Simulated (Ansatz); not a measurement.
# K on Rh(110): change of the work function, part 3 of 5

How does K on the longbridge site change the work function of Rh(110) as the layer fills?

Ansatz 0.2.0; plane-wave DFT, PBE, Ansatz PAW.

So far, work function, upper face (eV): step 2 (the clean slab) 4.57.

## Step 3: Adsorbate added, coverage 0.25 ML (continued)

Electrostatic potential energy in the ca plane at fractional y = 0.000, with atoms of Rh and K within 0.2 Å of it. With pseudopotentials it is smooth inside the atoms' cores, unlike the true potential.

Ten even steps from '0' (-77 eV) to '9' (7 eV), each cell a mean:
```
99610048972003798300169999999999999999999999
99853479986446899632589999999999999999999999
99988899999889999988899999999999999999999999
99999999999999999999999999999999999999999999
99999999999999999999999999999999999999999999
99999999999999999999999999999999999999999999
99999999999999999999999999999999999999999999
99976789998668999865799999999999999999999999
99731158984114898410279999999999999999999999
98500038961002798200169999999999999999999999
99610048972002798400279999999999999999999999
99853479986346899754689999999999999999999999
99988899999889999998999987789999999999999999
99999999999999999999999854468999999999999999
99999999999999999999999743358999999999999999
99999999999999999999999743468999999999999999
99999999999999999999999876679999999999999999
99976789998668999877899998899999999999999999
99731158984114899621489999999999999999999999
98500038961002798300169999999999999999999999
```
Columns run along c (16.0 Å, from fractional 0.28 to 0.89 of the cell; values clipped at the 3rd and 97th percentile), rows up along a (7.6 Å). Atoms in or near the plane, at fractional coordinates: Rh at (0.34, 0.00), Rh at (0.44, 0.00), Rh at (0.54, 0.99), Rh at (0.34, 0.50), Rh at (0.44, 0.50), Rh at (0.54, 0.51), K at (0.63, 0.25).

ELF in the ca plane at fractional y = 0.000, with atoms of Rh and K within 0.2 Å of it. It is the smooth field of the valence electrons, not physical close to the nuclei.

Values, 11 rows by 16 columns, each cell a mean:
```
0.17 0.65 0.40 0.35 0.64 0.26 0.56 0.56 0.16 0.07 0.02 0.01 0.01 0.00 0.00 0.00
0.10 0.24 0.26 0.25 0.24 0.25 0.27 0.22 0.11 0.06 0.02 0.01 0.00 0.00 0.00 0.00
0.07 0.18 0.25 0.24 0.19 0.25 0.25 0.17 0.08 0.03 0.01 0.00 0.00 0.00 0.00 0.00
0.09 0.19 0.25 0.25 0.21 0.26 0.25 0.18 0.10 0.05 0.01 0.00 0.00 0.00 0.00 0.00
0.15 0.57 0.36 0.31 0.56 0.25 0.50 0.50 0.15 0.08 0.02 0.01 0.01 0.00 0.00 0.00
0.19 0.73 0.46 0.42 0.74 0.29 0.61 0.62 0.17 0.04 0.01 0.01 0.02 0.00 0.00 0.00
0.13 0.43 0.30 0.28 0.44 0.25 0.34 0.34 0.17 0.47 0.17 0.01 0.03 0.01 0.00 0.00
0.08 0.18 0.25 0.25 0.19 0.25 0.26 0.17 0.51 0.82 0.50 0.02 0.03 0.02 0.00 0.00
0.08 0.18 0.25 0.25 0.19 0.25 0.26 0.16 0.56 0.79 0.54 0.02 0.03 0.02 0.00 0.00
0.12 0.34 0.28 0.26 0.34 0.25 0.29 0.27 0.22 0.63 0.24 0.01 0.03 0.01 0.00 0.00
0.18 0.71 0.44 0.40 0.72 0.28 0.57 0.59 0.16 0.05 0.02 0.01 0.02 0.01 0.00 0.00
```
Columns run along c (16.0 Å, from fractional 0.28 to 0.89 of the cell), rows up along a (7.6 Å). Atoms in or near the plane, at fractional coordinates: Rh at (0.34, 0.00), Rh at (0.44, 0.00), Rh at (0.54, 0.99), Rh at (0.34, 0.50), Rh at (0.44, 0.50), Rh at (0.54, 0.51), K at (0.63, 0.25).

The relaxation took 7 steps and lowered the energy by 0.35 eV; the largest force on the free atoms ends at 0.0056 eV/Å.

By hand: a sheet of dipoles makes a step −p/(ε₀A) in the electron's potential. With e/ε₀ = 180.95 V·Å, p = 0.5958 e·Å and A = 40.84 Å², that is −180.95 × (0.5958) / 40.84 = -2.639 eV, and the two vacuum levels of the run differ by -2.639 eV.

The covered face has 1.89 eV, -2.68 eV against the clean one; the bare back face has moved by +0.00 eV, a measure of how thin the slab is.

## Step 4: The covered slab, coverage 0.5 ML

System of this step: KRh10 (K/Rh(110)). The cell holds 22 atoms: 20 Rh and 2 K. Its edges and angles: a = 7.600 Å, b = 5.374 Å, c = 26.368 Å, α = 90.0°, β = 90.0°, γ = 90.0°. Vacuum lies along c.

Another coverage, to see how the dipoles act on each other as their distance changes.

input.yaml

```yaml
crystal:
  lattice:
    - [7.6, 0.0, 0.0]
    - [0.0, 5.374011537, 0.0]
    - [0.0, 0.0, 26.3677512816]
  atoms:
    - { symbol: Rh, position: [0.0, 0.0, 0.3413260351] }
    - { symbol: Rh, position: [0.25, 0.25, 0.3922785365] }
    - { symbol: Rh, position: [0.0, 0.0, 0.4419965872] }
    - { symbol: Rh, position: [0.25, 0.25, 0.4969270665] }
    - { symbol: Rh, position: [0.0, 0.0, 0.5417039934] }
    - { symbol: Rh, position: [0.0, 0.5, 0.3413260351] }
    - { symbol: Rh, position: [0.25, 0.75, 0.3922785365] }
    - { symbol: Rh, position: [0.0, 0.5, 0.4419965872] }
    - { symbol: Rh, position: [0.25, 0.75, 0.4969270665] }
    - { symbol: Rh, position: [0.0, 0.5, 0.5417039934] }
    - { symbol: Rh, position: [0.5, 0.0, 0.3413260351] }
    - { symbol: Rh, position: [0.75, 0.25, 0.3922785365] }
    - { symbol: Rh, position: [0.5, 0.0, 0.4419965872] }
    - { symbol: Rh, position: [0.75, 0.25, 0.4969270665] }
    - { symbol: Rh, position: [0.5, 0.0, 0.5417039934] }
    - { symbol: Rh, position: [0.5, 0.5, 0.3413260351] }
    - { symbol: Rh, position: [0.75, 0.75, 0.3922785365] }
    - { symbol: Rh, position: [0.5, 0.5, 0.4419965872] }
    - { symbol: Rh, position: [0.75, 0.75, 0.4969270665] }
    - { symbol: Rh, position: [0.5, 0.5, 0.5417039934] }
    - { symbol: K, position: [0.25, 0.0, 0.6586739649] }
    - { symbol: K, position: [0.75, 0.5, 0.6586739649] }
kpoints:
  mp_grid: { grid: [4, 6, 1] }
hamiltonian:
  xc: pbe
scf:
  occupations: { method: fermi_dirac, width: 0.1 }
  convergence: { dr2_threshold: 1.0e-08 }
efield:
  axis: 3
  dipole_correction: true
  ramp_position: 0.97
  ramp_width: 0.06
relax:
  f_tol: 0.02
  max_steps: 60
  constraints: [{ sites: [0, 1, 5, 6, 10, 11, 15, 16] }]
output:
  bader: true
  dos: { projected: true, e_range: [-8, 4] }
  write_potential: true
  write_density: true
  volumetric_format: npy
```

Launch:

```bash
> ansatz run input.yaml --threads 4 --pin off --max-ram 12288MiB --backend cpu --events-out ev --progress --plain --runs-dir out
```

Numbers of over 12 decimals in the logs are rounded to 6 here.

Log:

```text
[...]
Crystal: 22 atoms, lattice volume = 1076.925 Å³
Basis set: ecut = 420 eV, 20969 PW (Γ), exchange–correlation on 108×72×360 points (8 copies of the dense FFT grid, shifted against one another)
Bands: 215, of which v1, the nominal top of the filled ones, is band 179 counted from 1 (178 counted from 0)
Symmetry: 8 space group operations
[...]
k-points: 12 of 24
[...]
SCF iter   1: F=—  HF=-131123.072610 eV  |F-HF|=—  |Δ(HF+E_count)|=         —  Δρ=6.44e-3  dr2=1.11e0  ethr=1.77e-3  p=0.397 e·Å  D=6.68e-2 V/Å  ΔV_dip=-1.76 eV  dr2_dipole=5.81e-1  V_vac-E_F(+/−)=2.63/4.39 eV  ⟨swp⟩=7.5  Hψ=10721  notcnv=0  defer=27
[...]
SCF iter  10: F=-131123.036277 eV  HF=-131123.036277 eV  |F-HF|=3.79e-8  |Δ(HF+E_count)|=   2.92e-7  Δρ=6.98e-7  dr2=9.18e-9  ethr=2.79e-12  p=0.523 e·Å  D=8.78e-2 V/Å  ΔV_dip=-2.32 eV  dr2_dipole=5.74e-10  V_vac-E_F(+/−)=2.31/4.63 eV  ⟨swp⟩=15.5  Hψ=19615  notcnv=0
SCF 1 converged in 10 iterations: F = -131123.036277 eV  dr2 = 9.18e-9
[...]
relax step   1: F+E_penalty+E_count = -131123.03627688 eV  Δ(F+E_penalty+E_count) = +0.000e0 eV  max|allowed force component| = 5.683e-1 eV/Å  Δτ_max = 0.0000 Å  (10 SCF iters, accepted)
[...]
SCF iter  10: F=-131123.178449 eV  HF=-131123.178449 eV  |F-HF|=1.69e-8  |Δ(HF+E_count)|=   4.00e-8  Δρ=3.67e-7  dr2=5.62e-9  ethr=2.30e-12  p=0.534 e·Å  D=8.97e-2 V/Å  ΔV_dip=-2.37 eV  dr2_dipole=9.66e-10  V_vac-E_F(+/−)=2.25/4.62 eV  ⟨swp⟩=14.7  Hψ=18242  notcnv=0
SCF 2 converged in 10 iterations: F = -131123.178449 eV  dr2 = 5.62e-9
relax step   2: F+E_penalty+E_count = -131123.17844879 eV  Δ(F+E_penalty+E_count) = -1.422e-1 eV  max|allowed force component| = 5.478e-1 eV/Å  Δτ_max = 0.0919 Å  (10 SCF iters, accepted)
[...]
SCF iter  11: F=-131123.382403 eV  HF=-131123.382403 eV  |F-HF|=1.94e-8  |Δ(HF+E_count)|=   6.77e-8  Δρ=2.91e-7  dr2=2.52e-9  ethr=1.00e-12  p=0.558 e·Å  D=9.38e-2 V/Å  ΔV_dip=-2.47 eV  dr2_dipole=5.97e-10  V_vac-E_F(+/−)=2.15/4.62 eV  ⟨swp⟩=8.8  Hψ=16375  notcnv=0
SCF 3 converged in 11 iterations: F = -131123.382403 eV  dr2 = 2.52e-9
relax step   3: F+E_penalty+E_count = -131123.38240324 eV  Δ(F+E_penalty+E_count) = -2.040e-1 eV  max|allowed force component| = 4.314e-1 eV/Å  Δτ_max = 0.1956 Å  (11 SCF iters, accepted)
[...]
relax step   4: F+E_penalty+E_count = -131123.51604064 eV  Δ(F+E_penalty+E_count) = -1.336e-1 eV  max|allowed force component| = 2.388e-1 eV/Å  Δτ_max = 0.1937 Å  (11 SCF iters, accepted)
[...]
relax step   5: F+E_penalty+E_count = -131123.56025299 eV  Δ(F+E_penalty+E_count) = -4.421e-2 eV  max|allowed force component| = 9.780e-2 eV/Å  Δτ_max = 0.1312 Å  (10 SCF iters, accepted)
SCF iter   1: F=—  HF=-131123.568032 eV  |F-HF|=—  |Δ(HF+E_count)|=         —  Δρ=1.09e-3  dr2=8.63e-2  ethr=5.90e-5  p=0.593 e·Å  D=9.96e-2 V/Å  ΔV_dip=-2.63 eV  dr2_dipole=9.81e-3  V_vac-E_F(+/−)=2.00/4.63 eV  ⟨swp⟩=3.8  Hψ=5093  notcnv=0  defer=52
[...]
SCF iter   9: F=-131123.566458 eV  HF=-131123.566458 eV  |F-HF|=2.44e-9  |Δ(HF+E_count)|=   9.38e-8  Δρ=3.05e-7  dr2=4.44e-9  ethr=2.79e-12  p=0.598 e·Å  D=1.01e-1 V/Å  ΔV_dip=-2.65 eV  dr2_dipole=4.50e-11  V_vac-E_F(+/−)=1.97/4.62 eV  ⟨swp⟩=13.8  Hψ=18458  notcnv=0
SCF 6 converged in 9 iterations: F = -131123.566458 eV  dr2 = 4.44e-9
relax step   6: F+E_penalty+E_count = -131123.56645782 eV  Δ(F+E_penalty+E_count) = -6.205e-3 eV  max|allowed force component| = 9.118e-3 eV/Å  Δτ_max = 0.0557 Å  (9 SCF iters, accepted)
[...]
SCF converged after 9 iterations
Free energy (F): -131123.566458 eV
[...]
Internal energy: -131122.325471 eV  (E = F + TS)
E sigma→0 (E₀):  -131122.945964 eV
Entropy (-TS):   -1.240987 eV (-56.409 meV/atom)
Fermi energy:    3.828217 eV
Dipole field:    D = 0.100518 V/Å  (p = 0.598228 e·Å, saw-weighted, corrected)
Work function:   Φ+ = 1.9671 eV   Φ− = 4.6176 eV
[...]
--- Forces (eV/Å), atoms counted from 1 ---
  atom   1  Rh    -0.00316129    -0.00000000     0.71787277
  atom   2  Rh     0.00000000    -0.00982941    -0.71449751
  atom   3  Rh     0.00016141     0.00000000    -0.00046713
  atom   4  Rh     0.00000000    -0.00109335    -0.00561425
  atom   5  Rh     0.00774865     0.00000000     0.00726447
  atom   6  Rh     0.00316129     0.00000000     0.71787277
  atom   7  Rh    -0.00000000     0.00982941    -0.71449751
  atom   8  Rh    -0.00016141     0.00000000    -0.00046713
  atom   9  Rh     0.00000000     0.00109335    -0.00561425
  atom  10  Rh    -0.00774865     0.00000000     0.00726447
  atom  11  Rh     0.00316129     0.00000000     0.71787277
  atom  12  Rh    -0.00000000     0.00982941    -0.71449751
  atom  13  Rh    -0.00016141     0.00000000    -0.00046713
  atom  14  Rh     0.00000000     0.00109335    -0.00561425
  atom  15  Rh    -0.00774865     0.00000000     0.00726447
  atom  16  Rh    -0.00316129    -0.00000000     0.71787277
  atom  17  Rh     0.00000000    -0.00982941    -0.71449751
  atom  18  Rh     0.00016141     0.00000000    -0.00046713
  atom  19  Rh     0.00000000    -0.00109335    -0.00561425
  atom  20  Rh     0.00774865     0.00000000     0.00726447
  atom  21  K      0.00000000     0.00000000    -0.00911849
  atom  22  K      0.00000000     0.00000000    -0.00911849
  max |Σ_I F_I| component: 3.54e-6 eV/Å
--- Band table (eV; the first three rows and the last of 12) ---
  k-point 0: bands = [... 175 lower, 3.8501, 3.8712, 4.1340, 4.1701, 4.2395, 4.2900, 4.3175, 4.3265, ... 32 higher]
  k-point 1: bands = [... 175 lower, 3.7934, 3.8909, 3.9528, 3.9579, 3.9636, 3.9804, 4.0212, 4.0592, ... 32 higher]
  k-point 2: bands = [... 175 lower, 3.5081, 3.5288, 3.5378, 3.6582, 3.7068, 3.7300, 3.7682, 3.8009, ... 32 higher]
  k-point 11: bands = [... 175 lower, 3.2042, 3.6539, 3.6539, 3.6627, 3.6627, 3.7432, 3.7432, 3.7540, ... 32 higher]
--- Relaxed structure (6 steps of the walk, 6 accepted, 0 SCFs on fresh bases) ---
  F+E_penalty+E_count = -131123.56645782 eV   max|allowed force component| = 9.118e-3 eV/Å
  atoms:
    - { symbol: Rh, position: [0.0, 0.0, 0.341326] }
    - { symbol: Rh, position: [0.25, 0.25, 0.3922785365] }
    - { symbol: Rh, position: [-0.000315769, 0, 0.441293] }
    - { symbol: Rh, position: [0.25, 0.246596, 0.497550] }
    - { symbol: Rh, position: [-0.00609885, 0, 0.542324] }
    - { symbol: Rh, position: [0.0, 0.5, 0.341326] }
    - { symbol: Rh, position: [0.25, 0.75, 0.3922785365] }
    - { symbol: Rh, position: [0.000315769, 0.5, 0.441293] }
    - { symbol: Rh, position: [0.25, 0.753404, 0.497550] }
    - { symbol: Rh, position: [0.00609885, 0.5, 0.542324] }
    - { symbol: Rh, position: [0.5, 0.0, 0.341326] }
    - { symbol: Rh, position: [0.75, 0.25, 0.3922785365] }
    - { symbol: Rh, position: [0.500316, 0, 0.441293] }
    - { symbol: Rh, position: [0.75, 0.253404, 0.497550] }
    - { symbol: Rh, position: [0.506099, 0, 0.542324] }
    - { symbol: Rh, position: [0.5, 0.5, 0.341326] }
    - { symbol: Rh, position: [0.75, 0.75, 0.3922785365] }
    - { symbol: Rh, position: [0.499684, 0.5, 0.441293] }
    - { symbol: Rh, position: [0.75, 0.746596, 0.497550] }
    - { symbol: Rh, position: [0.493901, 0.5, 0.542324] }
    - { symbol: K, position: [0.25, 0, 0.633335] }
    - { symbol: K, position: [0.75, 0.5, 0.633335] }
--- Bader charges: 22 sites ---
  site symbol  charge [e]  shift [e]
     0     Rh     -0.0305     0.0002
     1     Rh      0.0187     0.0002
     2     Rh      0.0225     0.0001
     3     Rh     -0.0194     0.0002
     4     Rh     -0.2934     0.0002
     5     Rh     -0.0305     0.0002
     6     Rh      0.0187     0.0002
     7     Rh      0.0225     0.0001
     8     Rh     -0.0194     0.0002
     9     Rh     -0.2934     0.0002
    10     Rh     -0.0305     0.0002
    11     Rh      0.0187     0.0002
    12     Rh      0.0225     0.0001
    13     Rh     -0.0194     0.0002
    14     Rh     -0.2934     0.0002
    15     Rh     -0.0305     0.0002
    16     Rh      0.0187     0.0002
    17     Rh      0.0225     0.0001
    18     Rh     -0.0194     0.0002
    19     Rh     -0.2934     0.0002
    20      K      0.6042     0.0000
    21      K      0.6042     0.0000
  estimated error of the sums over rays = 4.6e-4 e
```

It took 12 min on 4 threads of Arm Neoverse V1, shared host; peak memory 5.6 GiB.

Step by step:

```
step  energy less that of the first step (eV)  largest force component (eV/Å)
   1                                   0.0000                          0.5683
   2                                  -0.1422                          0.5478
   3                                  -0.3461                          0.4314
   4                                  -0.4798                          0.2388
   5                                  -0.5240                          0.0978
   6                                  -0.5302                          0.0091
```

Forces are held to the 8 operations that the run works with; a distortion that breaks them can't arise in this run.

The atoms that moved most (Å):

```
atom      dx      dy      dz  length
 K21   0.000   0.000  -0.668   0.668
 K22   0.000   0.000  -0.668   0.668
Rh15   0.046   0.000   0.016   0.049
 Rh5  -0.046   0.000   0.016   0.049
Rh10   0.046   0.000   0.016   0.049
Rh20  -0.046   0.000   0.016   0.049
Rh14   0.000   0.018   0.016   0.025
 Rh4   0.000  -0.018   0.016   0.025
```

The relaxed structure:

```cif
data_structure
_symmetry_space_group_name_H-M 'P 1'
_symmetry_Int_Tables_number 1
_cell_length_a 7.6000
_cell_length_b 5.3740
_cell_length_c 26.3678
_cell_angle_alpha 90.000
_cell_angle_beta 90.000
_cell_angle_gamma 90.000
_cell_volume 1076.92
loop_
_atom_site_label
_atom_site_type_symbol
_atom_site_fract_x
_atom_site_fract_y
_atom_site_fract_z
_atom_site_occupancy
Rh1 Rh 0.00000 0.00000 0.34133 1
Rh2 Rh 0.25000 0.25000 0.39228 1
Rh3 Rh 0.99968 0.00000 0.44129 1
Rh4 Rh 0.25000 0.24660 0.49755 1
Rh5 Rh 0.99390 0.00000 0.54232 1
Rh6 Rh 0.00000 0.50000 0.34133 1
Rh7 Rh 0.25000 0.75000 0.39228 1
Rh8 Rh 0.00032 0.50000 0.44129 1
Rh9 Rh 0.25000 0.75340 0.49755 1
Rh10 Rh 0.00610 0.50000 0.54232 1
Rh11 Rh 0.50000 0.00000 0.34133 1
Rh12 Rh 0.75000 0.25000 0.39228 1
Rh13 Rh 0.50032 0.00000 0.44129 1
Rh14 Rh 0.75000 0.25340 0.49755 1
Rh15 Rh 0.50610 0.00000 0.54232 1
Rh16 Rh 0.50000 0.50000 0.34133 1
Rh17 Rh 0.75000 0.75000 0.39228 1
Rh18 Rh 0.49968 0.50000 0.44129 1
Rh19 Rh 0.75000 0.74660 0.49755 1
Rh20 Rh 0.49390 0.50000 0.54232 1
K21 K 0.25000 0.00000 0.63333 1
K22 K 0.75000 0.50000 0.63333 1
```

This step gave:

* energy at zero smearing: -131122.9460 eV
* work function, upper face: 1.967 eV
* work function, lower face: 4.618 eV
* dipole along the normal: 0.5982 e·Å
* step between the vacuum levels: -2.650 eV

Running mean over 1.344 Å of the planar mean; the ramp of the sawtooth is left out. Table of electron's electrostatic potential energy less the Fermi level by z:

```
z (Å)  electron's electrostatic potential energy less the Fermi level (eV)
  3.5                                                                 4.62
  4.0                                                                 4.62
  4.5                                                                 4.62
  5.0                                                                 4.62
  5.5                                                                 4.61
  6.0                                                                 4.59
  6.5                                                                 4.53
  7.0                                                                 4.30
  7.5                                                                 3.41
  8.0                                                               -0.227
  8.5                                                                -6.68
  9.0                                                                -11.3
  9.5                                                                -12.7
 10.0                                                                -13.0
 10.5                                                                -13.6
 11.0                                                                -13.8
 11.5                                                                -13.2
 12.0                                                                -11.8
 12.5                                                                -11.5
 13.0                                                                -13.0
 13.5                                                                -14.8
 14.0                                                                -14.3
 14.5                                                                -10.7
 15.0                                                                -4.59
 15.5                                                               0.0465
 16.0                                                               -0.242
 16.5                                                                -2.13
 17.0                                                                -2.37
 17.5                                                               -0.859
 18.0                                                                0.672
 18.5                                                                 1.34
 19.0                                                                 1.63
 19.5                                                                 1.79
 20.0                                                                 1.87
 20.5                                                                 1.92
 21.0                                                                 1.94
 21.5                                                                 1.96
 22.0                                                                 1.96
 22.5                                                                 1.96
 23.0                                                                 1.97
```

The density of states has structure finer than the step of the table below, so its rows give means over 0.25 eV, whole bins alone (the curve runs from -8 to 1.98 eV). Peaks (eV: height): -2.350: 53.7, -2.230: 49.4, -2.110: 61.8, -1.350: 50.9, -0.810: 55.3, 0.360: 55.8, 0.480: 56.6.

Table of density of states by energy, zero at the Fermi level; means over each step:

```
energy (eV)  density of states (states/eV a cell)
      -7.25                                     0
      -7.00                                 0.792
      -6.75                                  1.55
      -6.50                                  1.71
      -6.25                                  1.89
      -6.00                                  2.15
      -5.75                                  6.80
      -5.50                                  17.5
      -5.25                                  30.0
      -5.00                                  29.3
      -4.75                                  29.0
      -4.50                                  26.1
      -4.25                                  27.8
      -4.00                                  19.1
      -3.75                                  35.2
      -3.50                                  35.3
      -3.25                                  28.9
      -3.00                                  26.3
      -2.75                                  35.5
      -2.50                                  42.8
      -2.25                                  39.5
      -2.00                                  36.1
      -1.75                                  26.7
      -1.50                                  30.9
      -1.25                                  35.8
      -1.00                                  37.4
      -0.75                                  32.3
      -0.50                                  34.4
      -0.25                                  37.6
       0.00                                  35.4
       0.25                                  42.2
       0.50                                  40.5
       0.75                                  22.6
       1.00                                  13.2
       1.25                                  6.11
       1.50                                  8.01
       1.75                                  12.4
```

(Continued in part 4 of 5.)

[Logs are printed without paths, hosts, clocks, repeated set-up lines and the standing remarks that a program may print on its own settings, such as how far it seeks lower states.]

[Hosts, paths, dates, database ids (printed as entryN), source tags and the programs' standing remarks are cut or masked in the printed files.]

[Maps of the electrostatic potential energy from Ansatz leave out the sawtooth potential of an applied field or a dipole correction, so their vacuum need not be flat; planar profiles and work functions include it.]

[The density of states shown here was stored with 400 of the rows of the run's finer table, so its peaks can read low, often by over a quarter, or be missed, and its means over a window can be off by a tenth or more.]
